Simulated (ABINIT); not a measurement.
# MgO2 (R-3m): G0W0 with ABINIT, start to end, part 2 of 3

How does a plane-wave GW calculation on MgO2 (R-3m) run from the first input to the gap?

ABINIT 10.8.3; LDA and many-body steps on it, plane waves. Known limits of the many-body steps: not at the basis limit; coarse k mesh.

So far. Step 2 (Ground state): The gap is direct, at (0.500, 0.500, 0.500).

### Step 3. Bands along the symmetry lines

Level of this step: DFT, LDA, plane waves, norm-conserving pseudopotentials (ABINIT).

Levels along a band path, at the cheap level, show where the edges lie and whether the meshes to come will hold them.

run.abi

```
acell 3*1.0 Angstrom
rprim 
  1.604761016024 0.926509204586 3.493978874900
  -1.604761016024 0.926509204586 3.493978874900
  0.000000000000 -1.853018409173 3.493978874900
ntypat 2
znucl 12 8
natom 3
typat 1 2 2
xred 
  0.000000000000 0.000000000000 0.000000000000
  0.428786000000 0.428786000000 0.428786000000
  0.571214000000 0.571214000000 0.571214000000
pp_dirpath "pseudos"
pseudos "Mg.upf, O.upf"
ecut 38
iscf -2
irdden 1
kptopt 0
nkpt 59
kpt 
  0.00000000 0.00000000 0.00000000
  0.06250000 0.06250000 0.06250000
  0.12500000 0.12500000 0.12500000
  0.18750000 0.18750000 0.18750000
  0.25000000 0.25000000 0.25000000
  0.31250000 0.31250000 0.31250000
  0.37500000 0.37500000 0.37500000
  0.43750000 0.43750000 0.43750000
  0.50000000 0.50000000 0.50000000
  0.53580694 0.46419306 0.50000000
  0.57161387 0.42838613 0.50000000
  0.60742081 0.39257919 0.50000000
  0.64322775 0.35677225 0.50000000
  0.67903468 0.32096532 0.50000000
  0.71484162 0.28515838 0.50000000
  0.75064855 0.24935145 0.50000000
  0.78645549 0.21354451 0.50000000
  0.50000000 -0.21354451 0.21354451
  0.50000000 -0.18685145 0.18685145
  0.50000000 -0.16015838 0.16015838
  0.50000000 -0.13346532 0.13346532
  0.50000000 -0.10677225 0.10677225
  0.50000000 -0.08007919 0.08007919
  0.50000000 -0.05338613 0.05338613
  0.50000000 -0.02669306 0.02669306
  0.50000000 0.00000000 0.00000000
  0.43750000 0.00000000 0.00000000
  0.37500000 0.00000000 0.00000000
  0.31250000 0.00000000 0.00000000
  0.25000000 0.00000000 0.00000000
  0.18750000 0.00000000 0.00000000
  0.12500000 0.00000000 0.00000000
  0.06250000 0.00000000 0.00000000
  0.00000000 0.00000000 0.00000000
  0.04459653 -0.04459653 0.00000000
  0.08919307 -0.08919307 0.00000000
  0.13378960 -0.13378960 0.00000000
  0.17838613 -0.17838613 0.00000000
  0.22298266 -0.22298266 0.00000000
  0.26757919 -0.26757919 0.00000000
  0.31217573 -0.31217573 0.00000000
  0.35677226 -0.35677226 -0.00000000
  0.64322774 0.00000000 0.35677226
  0.62532427 0.00000000 0.37467573
  0.60742081 0.00000000 0.39257919
  0.58951734 0.00000000 0.41048266
  0.57161387 0.00000000 0.42838613
  0.55371040 0.00000000 0.44628960
  0.53580693 0.00000000 0.46419307
  0.51790347 0.00000000 0.48209653
  0.50000000 0.00000000 0.50000000
  0.43750000 0.00000000 0.43750000
  0.37500000 0.00000000 0.37500000
  0.31250000 0.00000000 0.31250000
  0.25000000 0.00000000 0.25000000
  0.18750000 0.00000000 0.18750000
  0.12500000 0.00000000 0.12500000
  0.06250000 0.00000000 0.06250000
  0.00000000 0.00000000 0.00000000
istwfk *1
nband 18
nbdbuf 2
tolwfr 1e-08
nstep 40
prtwf 0
prtvol 0
indata_prefix "in"
outdata_prefix "out"
tmpdata_prefix "tmp"
```

Launch:

```bash
> OMP_NUM_THREADS=1 mpirun -n 8 abinit run.abi > log
```

Numbers of over 12 decimals in the logs are rounded to 6 here.

The log of the run:

```text
.Version 10.8.3 of ABINIT. v10.8.2 released Aug 2026.

 Symmetries : space group R-3 m (#166); Bravais hR (rhombohedral)
[... echo of the input left out ...]
== DATASET  1 ==================================================================
-   mpi_nproc: 8, omp_nthreads: 1 (-1 if OMP is not activated)

--- !DatasetInfo
iteration_state: {dtset: 1, }
dimensions: {natom: 3, nkpt: 59, mband: 18, nsppol: 1, nspinor: 1, nspden: 1, mpw: 2385, }
cutoff_energies: {ecut:  38.0, pawecutdg:  -1.0, }
electrons: {nelect:   2.20000000E+01, charge:   0.00000000E+00, occopt:   1.00000000E+00, tsmear:   1.00000000E-02, }

 Real(R)+Recip(G) space primitive vectors, cartesian coordinates (Bohr,Bohr^-1):
 R(1)=  3.0325588  1.7508486  6.6026632  G(1)=  0.1648773  0.0951919  0.0504847
 R(2)= -3.0325588  1.7508486  6.6026632  G(2)= -0.1648773  0.0951919  0.0504847
 R(3)=  0.0000000 -3.5016973  6.6026632  G(3)=  0.0000000 -0.1903839  0.0504847
 Unit cell volume ucvol=  2.1034308E+02 bohr^3
 Angles (23,13,12)=  4.78776427E+01  4.78776427E+01  4.78776427E+01 degrees

 getcut: wavevector=  0.0000  0.0000  0.0000  ngfft=  45  45  45
         ecut(hartree)=     38.000   => boxcut(ratio)=   2.12191

--- Pseudopotential description ------------------------------------------------
- Mg Generated using ONCVPSP code by D. R. Hamann
- 12.00000  10.00000  180309                  znucl, zion, pspdat
12 -1012 1 -1 1510                            pspcod,pspxc,lmax,lloc,mmax
     nproj     2     2     0
  pspatm : epsatm=    9.23542517
         --- l  ekb(1:nproj) -->
             0    2.239033   -0.828749
             1   -6.545315   -2.523783
 pspatm: atomic psp has been read  and splines computed

- O Generated using ONCVPSP code by D. R. Hamann
-  8.00000   6.00000  201201                  znucl, zion, pspdat
12 -1012 2 -1 926                             pspcod,pspxc,lmax,lloc,mmax
     nproj     2     2     1
  pspatm : epsatm=    6.27558587
         --- l  ekb(1:nproj) -->
             0    6.026028    0.816167
[...]
2   -1.033686
 pspatm: atomic psp has been read  and splines computed

--------------------------------------------------------------------------------

================================================================================
 prteigrs : about to open file out_EIG
 Non-SCF case, kpt    1 (  0.00000  0.00000  0.00000), residuals and eigenvalues=
  5.78E-09  9.94E-09  1.43E-09  1.95E-09  4.52E-09  5.70E-09  9.36E-10  7.38E-10
  5.72E-09  1.22E-09  6.94E-09  3.93E-09  5.38E-09  1.65E-09  2.71E-09  8.92E-09
  9.69E-09  1.71E-08
 -2.5560E+00 -1.3596E+00 -1.3585E+00 -1.3585E+00 -6.5640E-01 -4.0422E-01
 -1.6901E-01 -5.0411E-03 -5.0411E-03  8.7391E-02  8.7391E-02  2.7803E-01
  2.8643E-01  5.5165E-01  6.1875E-01  6.5385E-01  6.5385E-01  7.1279E-01
 Non-SCF case, kpt    2 (  0.06250  0.06250  0.06250), residuals and eigenvalues=
[...]
7.51E-09  6.56E-09
[...]
Non-SCF case, kpt    3 (  0.12500  0.12500  0.12500), residuals and eigenvalues=
[...]
Non-SCF case, kpt   58 (  0.06250  0.00000  0.06250), residuals and eigenvalues=
[...]
Non-SCF case, kpt   59 (  0.00000  0.00000  0.00000), residuals and eigenvalues=
[...]
-1.6901E-01 -5.0411E-03 -5.0411E-03  8.7391E-02  8.7391E-02  2.7803E-01
  2.8643E-01  5.5165E-01  6.1875E-01  6.5385E-01  6.5385E-01  7.1279E-01

--- !ResultsGS
iteration_state: {dtset: 1, }
comment   : Summary of ground state results
lattice_vectors:
- [  3.0325588,   1.7508486,   6.6026632, ]
- [ -3.0325588,   1.7508486,   6.6026632, ]
- [  0.0000000,  -3.5016973,   6.6026632, ]
lattice_lengths: [   7.47376,    7.47376,    7.47376, ]
lattice_angles: [ 47.878,  47.878,  47.878, ] # degrees, (23, 13, 12)
lattice_volume:   2.1034308E+02
convergence: {deltae:  0.000E+00, res2:  0.000E+00, residm:  9.977E-09, diffor:  0.000E+00, }
etotal    :  -9.23178579E+01
entropy   :   0.00000000E+00
fermie    :   1.16851079E-01
cartesian_stress_tensor: null
pressure_GPa: null
xred      :
- [  0.0000E+00,   0.0000E+00,   0.0000E+00, Mg]
- [  4.2879E-01,   4.2879E-01,   4.2879E-01,  O]
- [  5.7121E-01,   5.7121E-01,   5.7121E-01,  O]
cartesian_forces: null
force_length_stats: {min: null, max: null, mean: null, }

 Integrated electronic density in atomic spheres:
 ------------------------------------------------
 Atom  Sphere_radius  Integrated_density
[...]
================================================================================

 ----iterations are completed or convergence reached----

 Mean square residual over all n,k,spin=   43.450E-10; max=  99.767E-10
 reduced coordinates (array xred) for    3 atoms
[...]
0.428786000000      0.428786000000      0.428786000000
       0.571214000000      0.571214000000      0.571214000000

 cartesian coordinates (angstrom) at end:
    1      0.000000     0.000000     0.000000
    2     -0.000000    -4.3e-13     4.494508
    3     -0.000000    -5.7e-13     5.987429
 length scales=  1.889726125908  1.889726125908  1.889726125908 bohr
              =  1.000000000000  1.000000000000  1.000000000000 angstroms
 prteigrs : about to open file out_EIG
 Eigenvalues (hartree) for nkpt=  59  k points:
 kpt#   1, nband= 18, wtk=  1.00000, kpt=  0.0000  0.0000  0.0000 (reduced coord)
[...]
kpt#   2, nband= 18, wtk=  1.00000, kpt=  0.0625  0.0625  0.0625 (reduced coord)
[...]
kpt#   3, nband= 18, wtk=  1.00000, kpt=  0.1250  0.1250  0.1250 (reduced coord)
[...]
kpt#  58, nband= 18, wtk=  1.00000, kpt=  0.0625  0.0000  0.0625 (reduced coord)
[...]
0.65492    0.70506
 kpt#  59, nband= 18, wtk=  1.00000, kpt=  0.0000  0.0000  0.0000 (reduced coord)
  -2.55598   -1.35956   -1.35854   -1.35854   -0.65640   -0.40422   -0.16901   -0.00504
  -0.00504    0.08739    0.08739    0.27803    0.28643    0.55165    0.61875    0.65385
   0.65385    0.71279

== END DATASET(S) ==============================================================
================================================================================

 -outvars: echo values of variables after computation  --------
            nband          18
             nkpt          59
          spgroup         166
 [... the other variables as echoed above ...]

 Calculation completed.
```

It took 8.6 s on 8 MPI ranks of Arm Neoverse V1, shared host; peak memory 0.52 GiB.

Numbers from this step:

| Item | Value |
| --- | --- |
| gap | 2.137 eV |
| k of the valence top | 0.5, 0.5, 0.5 |
| k of the conduction bottom | 0.5, 0.5, 0.5 |
| least direct gap | 2.137 eV |

The gap is 2.137 eV, as in the run before at this level.

Electronic bands along the path, in eV, zero at the top of the highest filled band:

```
     point  band 8  band 9  band 10  band 11  band 12  band 13  band 14  band 15
         Γ   -3.32   -3.32    -0.80    -0.80     4.39     4.61    11.83    13.66
   halfway   -3.60   -3.60    -0.37    -0.37     2.97     5.45     9.33    14.00
         T   -3.83   -3.83     0.00     0.00     2.14     4.73     9.13    13.89
   halfway   -4.46   -4.14    -1.23    -0.20     2.87     6.70     9.92    11.22
        H2   -5.09   -4.70    -2.09    -0.69     3.65     9.55     9.82    12.25
jump to H0   -5.09   -4.70    -2.09    -0.69     3.65     9.55     9.82    12.25
   halfway   -5.80   -4.15    -1.69    -1.01     3.93     9.47     9.78    12.70
         L   -6.08   -3.65    -1.27    -1.13     3.97     8.38     9.92    12.30
   halfway   -4.69   -3.49    -1.08    -1.04     4.36     6.42    11.49    12.10
         Γ   -3.32   -3.32    -0.80    -0.80     4.39     4.61    11.83    13.66
   halfway   -4.73   -3.84    -1.42    -1.07     4.43     7.09    11.11    13.44
        S0   -5.09   -4.98    -1.84    -0.89     3.73     9.30    10.44    12.19
jump to S2   -5.09   -4.98    -1.84    -0.89     3.73     9.30    10.44    12.19
   halfway   -5.29   -4.64    -2.08    -0.37     3.46     8.19    10.63    12.11
         F   -5.40   -4.33    -2.19    -0.12     3.33     7.56    10.72    12.09
   halfway   -4.38   -3.89    -1.56    -0.41     3.89     6.69    10.92    11.51
         Γ   -3.32   -3.32    -0.80    -0.80     4.39     4.61    11.83    13.66
```

The electronic bands as a text plot (rows in eV, shown from -8.0 to 8.1 only; labels by their first letter):

```
    7.8 |            +           +            +      +++++
    7.1 |                         +          +            +
    6.5 |           +              +       ++              ++
    5.8 |          +                +                        +
    5.1 |++++++ +++                  +    +                   ++
    4.4 |      +                 ++++++++++++++++             +++
    3.8 |++            ++++++++++                ++++    +++++
    3.1 |  ++       +++                              ++++
    2.4 |    +++++++
    1.7 |
    1.1 |
    0.4 |
   -0.3 |  *************                            **********
   -0.9 |**        **   ***********************  ***          ***
   -1.6 |            **    ****              *******      ****
   -2.3 |              ****                         ******
   -3.0 |
   -3.6 |**********          *****************             ******
   -4.3 |         *****  ****       *      ** ***    *********
   -5.0 |      ****   ****        **         ********   ***
   -5.6 |    **    ***    ***   **                   ***
   -6.3 |   *         ****** ***                  ********
   -7.0 |  *                *******           ****        ****
   -7.7 |**                        ***********                ***
         Γ     T       H|H     L        Γ        S|S   F        Γ
```

### Step 4. Empty states on the mesh, 4×4×4 mesh, 38 bands

The sums over transitions need many empty states on a uniform mesh; this step solves for them.

run.abi

```
acell 3*1.0 Angstrom
rprim 
  1.604761016024 0.926509204586 3.493978874900
  -1.604761016024 0.926509204586 3.493978874900
  0.000000000000 -1.853018409173 3.493978874900
ntypat 2
znucl 12 8
natom 3
typat 1 2 2
xred 
  0.000000000000 0.000000000000 0.000000000000
  0.428786000000 0.428786000000 0.428786000000
  0.571214000000 0.571214000000 0.571214000000
pp_dirpath "pseudos"
pseudos "Mg.upf, O.upf"
ecut 38
ngkpt 4 4 4
nshiftk 1
shiftk 0 0 0
kptopt 1
chksymbreak 0
iscf -2
irdden 1
istwfk *1
nband 38
nbdbuf 4
tolwfr 1e-09
nstep 60
prtvol 0
indata_prefix "in"
outdata_prefix "out"
tmpdata_prefix "tmp"
```

The log of the run:

```text
.Version 10.8.3 of ABINIT. v10.8.2 released Aug 2026.

 Symmetries : space group R-3 m (#166); Bravais hR (rhombohedral)
[... echo of the input left out ...]
== DATASET  1 ==================================================================
-   mpi_nproc: 8, omp_nthreads: 1 (-1 if OMP is not activated)
-    --> not optimal distribution: autoparal keyword recommended in input file <--

--- !DatasetInfo
iteration_state: {dtset: 1, }
dimensions: {natom: 3, nkpt: 13, mband: 38, nsppol: 1, nspinor: 1, nspden: 1, mpw: 2370, }
cutoff_energies: {ecut:  38.0, pawecutdg:  -1.0, }
electrons: {nelect:   2.20000000E+01, charge:   0.00000000E+00, occopt:   1.00000000E+00, tsmear:   1.00000000E-02, }

 Real(R)+Recip(G) space primitive vectors, cartesian coordinates (Bohr,Bohr^-1):
 R(1)=  3.0325588  1.7508486  6.6026632  G(1)=  0.1648773  0.0951919  0.0504847
 R(2)= -3.0325588  1.7508486  6.6026632  G(2)= -0.1648773  0.0951919  0.0504847
 R(3)=  0.0000000 -3.5016973  6.6026632  G(3)=  0.0000000 -0.1903839  0.0504847
 Unit cell volume ucvol=  2.1034308E+02 bohr^3
 Angles (23,13,12)=  4.78776427E+01  4.78776427E+01  4.78776427E+01 degrees

 getcut: wavevector=  0.0000  0.0000  0.0000  ngfft=  45  45  45
         ecut(hartree)=     38.000   => boxcut(ratio)=   2.12191

--- Pseudopotential description ------------------------------------------------
- Mg Generated using ONCVPSP code by D. R. Hamann
- 12.00000  10.00000  180309                  znucl, zion, pspdat
12 -1012 1 -1 1510                            pspcod,pspxc,lmax,lloc,mmax
     nproj     2     2     0
  pspatm : epsatm=    9.23542517
         --- l  ekb(1:nproj) -->
             0    2.239033   -0.828749
             1   -6.545315   -2.523783
 pspatm: atomic psp has been read  and splines computed

- O Generated using ONCVPSP code by D. R. Hamann
-  8.00000   6.00000  201201                  znucl, zion, pspdat
12 -1012 2 -1 926                             pspcod,pspxc,lmax,lloc,mmax
     nproj     2     2     1
  pspatm : epsatm=    6.27558587
         --- l  ekb(1:nproj) -->
             0    6.026028    0.816167
[...]
2   -1.033686
 pspatm: atomic psp has been read  and splines computed

--------------------------------------------------------------------------------

================================================================================
 prteigrs : about to open file out_EIG
 Non-SCF case, kpt    1 (  0.00000  0.00000  0.00000), residuals and eigenvalues=
  1.58E-10  6.75E-10  4.32E-10  8.93E-10  8.56E-10  1.01E-10  7.19E-11  1.25E-10
  3.60E-10  5.41E-11  1.54E-10  1.07E-10  8.45E-10  1.01E-10  2.15E-10  5.34E-11
  3.32E-10  1.13E-10  2.74E-10  1.33E-10  1.24E-10  4.01E-10  6.53E-10  4.23E-10
[...]
7.47E-10  7.08E-10  9.85E-10  2.19E-08  1.60E-06  2.02E-05
 -2.5560E+00 -1.3596E+00 -1.3585E+00 -1.3585E+00 -6.5640E-01 -4.0422E-01
 -1.6901E-01 -5.0411E-03 -5.0411E-03  8.7391E-02  8.7391E-02  2.7803E-01
[...]
1.5430E+00  1.6301E+00  1.7307E+00  1.7307E+00  1.7752E+00  1.7752E+00
  1.8103E+00  1.8647E+00
 prteigrs : prtvol=0 or 1, do not print more k-points.

--- !ResultsGS
iteration_state: {dtset: 1, }
comment   : Summary of ground state results
lattice_vectors:
- [  3.0325588,   1.7508486,   6.6026632, ]
- [ -3.0325588,   1.7508486,   6.6026632, ]
- [  0.0000000,  -3.5016973,   6.6026632, ]
lattice_lengths: [   7.47376,    7.47376,    7.47376, ]
lattice_angles: [ 47.878,  47.878,  47.878, ] # degrees, (23, 13, 12)
lattice_volume:   2.1034308E+02
convergence: {deltae:  0.000E+00, res2:  0.000E+00, residm:  9.871E-10, diffor:  0.000E+00, }
etotal    :  -9.23178579E+01
entropy   :   0.00000000E+00
fermie    :   1.16851079E-01
cartesian_stress_tensor: null
pressure_GPa: null
xred      :
- [  0.0000E+00,   0.0000E+00,   0.0000E+00, Mg]
- [  4.2879E-01,   4.2879E-01,   4.2879E-01,  O]
- [  5.7121E-01,   5.7121E-01,   5.7121E-01,  O]
cartesian_forces: null
force_length_stats: {min: null, max: null, mean: null, }

 Integrated electronic density in atomic spheres:
 ------------------------------------------------
 Atom  Sphere_radius  Integrated_density
[...]
================================================================================

 ----iterations are completed or convergence reached----

 Mean square residual over all n,k,spin=   41.516E-11; max=  98.710E-11
 reduced coordinates (array xred) for    3 atoms
[...]
0.428786000000      0.428786000000      0.428786000000
       0.571214000000      0.571214000000      0.571214000000

 cartesian coordinates (angstrom) at end:
    1      0.000000     0.000000     0.000000
    2     -0.000000    -4.3e-13     4.494508
    3     -0.000000    -5.7e-13     5.987429
 length scales=  1.889726125908  1.889726125908  1.889726125908 bohr
              =  1.000000000000  1.000000000000  1.000000000000 angstroms
 prteigrs : about to open file out_EIG
 Eigenvalues (hartree) for nkpt=  13  k points:
 kpt#   1, nband= 38, wtk=  0.01563, kpt=  0.0000  0.0000  0.0000 (reduced coord)
[...]
0.65385    0.71279    0.71279    0.78582    0.92029    0.92029    0.98529    1.16703
   1.16703    1.32797    1.32797    1.34022    1.39726    1.39726    1.54300    1.63012
   1.73066    1.73066    1.77524    1.77524    1.81027    1.86469
 prteigrs : prtvol=0 or 1, do not print more k-points.

== END DATASET(S) ==============================================================
================================================================================

 -outvars: echo values of variables after computation  --------
            nband          38
             nkpt          13
          spgroup         166
 [... the other variables as echoed above ...]

 Calculation completed.
```

Run time: 5.7 s. Hardware: 8 MPI ranks; peak memory 0.5 GiB; 45 s of CPU time.

This step gave:

| Item | Value |
| --- | --- |
| gap | 2.137 eV |
| k of the valence top | 0.5, 0.5, 0.5 |
| k of the conduction bottom | 0.5, 0.5, 0.5 |
| least direct gap | 2.137 eV |
| k points computed | 13 |
| lowest point of the top converged band, above the valence top | 39.83 eV |

On this mesh the gap is 2.137 eV.

(Continued in part 3 of 3.)

[Paths, hosts, dates, memory and timing lines, banners, echoed tables and standing remarks are left out of the program output.]

[Logs are printed without paths, hosts, clocks, repeated set-up lines and the standing remarks that a program may print on its own settings, such as how far it seeks lower states.]

[Runs of the session that timed out or met a known fault of the program may be left out.]

[Hosts, paths, dates, database ids (printed as entryN), source tags and the programs' standing remarks are cut or masked in the printed files.]

[G0W0 gaps are taken among the corrected bands and points alone; a level outside them can change the order at an edge.]

[Where Ansatz stands beside ABINIT at settings called matched, ABINIT's density can come from a denser mesh and the files from another edition; pairs whose starting gaps differed by over 0.03 eV were left out, so agreement reads better than it is.]
